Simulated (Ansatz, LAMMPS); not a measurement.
# Elastic response of glassy 25SiO2-50B2O3-12CaO-12Na2O (mol %) (62 atoms), part 4 of 4

How stiff is glassy 25SiO2-50B2O3-12CaO-12Na2O (mol %) (62 atoms), and how do its levels respond to strain?

Ansatz 0.2.0; Kohn-Sham DFT, PBEsol, PAW (set soft_2), plane waves.

The cell: 4 Si, 16 B, 2 Ca, 4 Na and 36 O. The quench rate of 20 K/ps far exceeds what a furnace or splat quench reaches. The network of bonds at the start is that of the classical potential that made the cell. The Brillouin zone is sampled at Γ only.

So far. Step 11 (Compressed by 1 % along x): The relaxation converged after 8 steps, 0.0395 eV below its start, with a largest force component of 0.018 eV/Å. Step 11 (Compressed by 1 % along x): Compressed by 1 % along x: the energy stands 0.00679 eV above that of the reference, at a pressure of 0.345 GPa.

## 12. Sheared by 2 % in xy

A shear of the relaxed cell gives the modulus that volume changes can't reach.

input.yaml reads:

```yaml
crystal:
  lattice:
    - [9.00907, -0.09485, 0.45756]
    - [-0.09573, 8.92086, -0.07142]
    - [0.45685, -0.06684, 8.77037]
  atoms:
    [... the 62 atom lines of step 4 ...]
kpoints:
  mp_grid: { grid: [1, 1, 1] }
hamiltonian:
  xc: pbesol
scf:
  occupations: { method: fixed }
output:
  forces: true
  eigenvalues: true
  stress: true
relax:
  f_tol: 0.05
  max_steps: 70
```

The run is started by

```bash
> ansatz run input.yaml --threads 4 --pin off --max-ram 8192MiB --backend cpu --events-out ev --progress --plain --runs-dir out
```

Numbers of over 12 decimals in the logs are rounded to 6 here.

Output:

```text
[...]
Crystal: 62 atoms, lattice volume = 702.881 Å³
Basis set: ecut = 420 eV, 13695 PW (Γ), exchange–correlation on 128×120×120 points (8 copies of the dense FFT grid, shifted against one another)
Bands: 230, of which v1, the nominal top of the filled ones, is band 168 counted from 1 (167 counted from 0)
Symmetry: 1 space group operations
[...]
k-points: 1
[...]
SCF iter   1: F=—  HF=-34671.003575 eV  |F-HF|=—  |Δ(HF+E_count)|=         —  Δρ=1.12e-2  dr2=6.85e-1  ethr=1.77e-3  ⟨swp⟩=5.0  Hψ=836  notcnv=0  defer=59
[...]
SCF iter   6: F=-34670.808987 eV  HF=-34670.808978 eV  |F-HF|=9.78e-6  |Δ(HF+E_count)|=   6.12e-5  Δρ=4.76e-5  dr2=1.68e-5  ethr=1.86e-8  ⟨swp⟩=16.0  Hψ=1793  notcnv=0
SCF 1 converged in 6 iterations: F = -34670.808987 eV  dr2 = 1.68e-5
[...]
relax step   1: F+E_penalty+E_count = -34670.80898729 eV  Δ(F+E_penalty+E_count) = +0.000e0 eV  max|allowed force component| = 6.470e-1 eV/Å  Δτ_max = 0.0000 Å  (6 SCF iters, dr2 threshold 6.25e-5 eV, accepted)
[...]
relax step   2: F+E_penalty+E_count = -34670.85736339 eV  Δ(F+E_penalty+E_count) = -4.838e-2 eV  max|allowed force component| = 4.197e-1 eV/Å  Δτ_max = 0.0242 Å  (5 SCF iters, dr2 threshold 2.62e-5 eV, accepted)
[...]
relax step   3: F+E_penalty+E_count = -34670.87444128 eV  Δ(F+E_penalty+E_count) = -1.708e-2 eV  max|allowed force component| = 8.905e-2 eV/Å  Δτ_max = 0.0196 Å  (5 SCF iters, dr2 threshold 1.10e-5 eV, accepted)
relax step   4: F+E_penalty+E_count = -34670.87826627 eV  Δ(F+E_penalty+E_count) = -3.825e-3 eV  max|allowed force component| = 5.218e-2 eV/Å  Δτ_max = 0.0247 Å  (7 SCF iters, accepted)
relax step   5: F+E_penalty+E_count = -34670.88030415 eV  Δ(F+E_penalty+E_count) = -2.038e-3 eV  max|allowed force component| = 7.852e-2 eV/Å  Δτ_max = 0.0161 Å  (7 SCF iters, accepted)
[...]
relax step   6: F+E_penalty+E_count = -34670.88122238 eV  Δ(F+E_penalty+E_count) = -9.182e-4 eV  max|allowed force component| = 4.627e-2 eV/Å  Δτ_max = 0.0115 Å  (7 SCF iters, accepted)
SCF converged after 7 iterations
Free energy (F): -34670.881222 eV
[...]
Internal energy: -34670.881222 eV  (E = F + TS)
E sigma→0 (E₀):  -34670.881222 eV
Fermi energy:    3.861106 eV
[...]
--- Forces (eV/Å), atoms counted from 1 ---
  atom   1  Si     0.04627125    -0.03095300     0.00984460
  atom   2  Si     0.01999144    -0.02705541    -0.01511266
  atom   3  Si    -0.00553534    -0.00523927    -0.00436410
  atom   4  Si    -0.01799975    -0.00484418     0.00018674
  atom   5  B     -0.01002019    -0.00590271    -0.01749056
  atom   6  B      0.00037284    -0.00216920    -0.01079654
  atom   7  B     -0.02653845     0.01012319     0.01437289
  atom   8  B      0.02582034    -0.00916263    -0.02982272
  atom   9  B     -0.00997311     0.00055754    -0.00648039
  atom  10  B     -0.00432865    -0.00843022     0.00510012
  atom  11  B      0.00659345     0.00272543     0.00301976
  atom  12  B     -0.01249403     0.04262523     0.00900322
  atom  13  B      0.01090348    -0.00856317    -0.00126602
  atom  14  B     -0.01208134     0.00049333     0.01068307
[...]
atom  61  O      0.01837701    -0.01617207    -0.00837974
  atom  62  O      0.01786641    -0.01120720    -0.00605186
  max |Σ_I F_I| component: 2.40e-5 eV/Å
--- Stress (GPa, compression-positive) ---
        0.076852      -0.492461       0.122930
       -0.492459       0.118565      -0.178482
        0.122932      -0.178487       0.106173
  P = ⅓ Tr σ = 0.1005 GPa (1.005 kbar)
--- Band table (eV) ---
[...]
--- Relaxed structure (6 steps of the walk, 6 accepted, 0 SCFs on fresh bases) ---
  F+E_penalty+E_count = -34670.88122238 eV   max|allowed force component| = 4.627e-2 eV/Å
  atoms:
    - { symbol: Si, position: [0.241436, 0.901472, 0.283369] }
    - { symbol: Si, position: [0.849483, 0.475526, 0.428673] }
    - { symbol: Si, position: [0.916314, 0.043960, 0.616130] }
    - { symbol: Si, position: [0.058185, 0.484264, 0.963737] }
[...]
- { symbol: O, position: [0.894378, 0.463625, 0.060259] }
```

It took 31 s on 4 threads of Arm Neoverse V1, shared host; peak memory 0.84 GiB; 1.9 min of CPU time.

The relaxation converged after 6 steps, 0.0722 eV below its start, with a largest force component of 0.046 eV/Å.

Sheared by 2 % in xy: the energy stands 0.0219 eV above that of the reference, at a pressure of 0.101 GPa.

## 13. Pressure against volume

Atoms are relaxed at each volume, in the scaled cell.

```tsv
volume change (%)	volume (Å³/atom)	energy change (meV/atom)	pressure (GPa)	largest move on relaxing (Å)	bonds	gap (eV)
-10	10.204	20.27	6.16	0.63	109	4.22
-6	10.658	7.00	3.51	0.41	105	4.13
-3	10.998	1.57	1.71	0.12	104	4.07
+0	11.338	0.00	-0.01	-	102	4.00
+3	11.678	1.57	-1.55	0.13	102	3.92
+6	12.018	6.12	-2.83	0.28	99	3.85
```

## 14. Uniaxial strain and shear

Stress (GPa, compression positive) less that of the relaxed cell, atoms relaxed:

```tsv
strain	xx	yy	zz	xy	energy change (meV/atom)
stretched by 1 % along x	-0.579	-0.233	-0.195	0.031	0.15
compressed by 1 % along x	0.590	0.220	0.243	-0.054	0.11
sheared by 2 % in xy	0.073	0.131	0.114	-0.490	0.35
```

## 15. Findings

The bulk modulus, from the slope of pressure against ln V over the three points nearest the relaxed volume, is 54.3 GPa; a quadratic over all points gives a pressure derivative of about 2.1. The count of bonds runs from 99 to 109 over the series, so at some points contacts cross the cutoffs. At -10 % some atom moved by over 0.5 Å on relaxing, so that point may sit in another local minimum. The gap goes from 4.22 eV at the smallest volume to 3.85 eV at the largest, -2.3 eV per unit of ln V by a straight line, on the run's k-points. In the Cartesian axes of the cell, finite differences give C11 = 58.5, C12 = 22.7, C13 = 21.9 and C66 = 24.5 GPa (the shear of 2 % is the engineering strain, εxy = 0.01). The mean of C11, C12 and C13, which equals the bulk modulus in a cubic or isotropic solid, is 34.3 GPa: it lies 37 % under the bulk modulus from the volumes. For an isotropic solid C66 would equal (C11 − C12)/2 = 17.9 GPa; so small a sample needn't be isotropic, and C66 rests on one shear. The two differ too much for isotropic moduli to be formed.

**Limits.** Strains are finite and relaxations stop at the force tolerance of the input, which can leave moduli too stiff; they are those of a static cell at zero temperature. Volumes are changed with the cell's shape held, so in an anisotropic solid the modulus lies over the one under free hydrostatic load. The program notes that the SCF threshold of the relaxations is loose for the stress.

The DFT runs together took 11 min of wall time.

[Logs are printed without paths, hosts, clocks, repeated set-up lines and the standing remarks that a program may print on its own settings, such as how far it seeks lower states.]

[Hosts, paths, dates, database ids (printed as entryN), source tags and the programs' standing remarks are cut or masked in the printed files.]
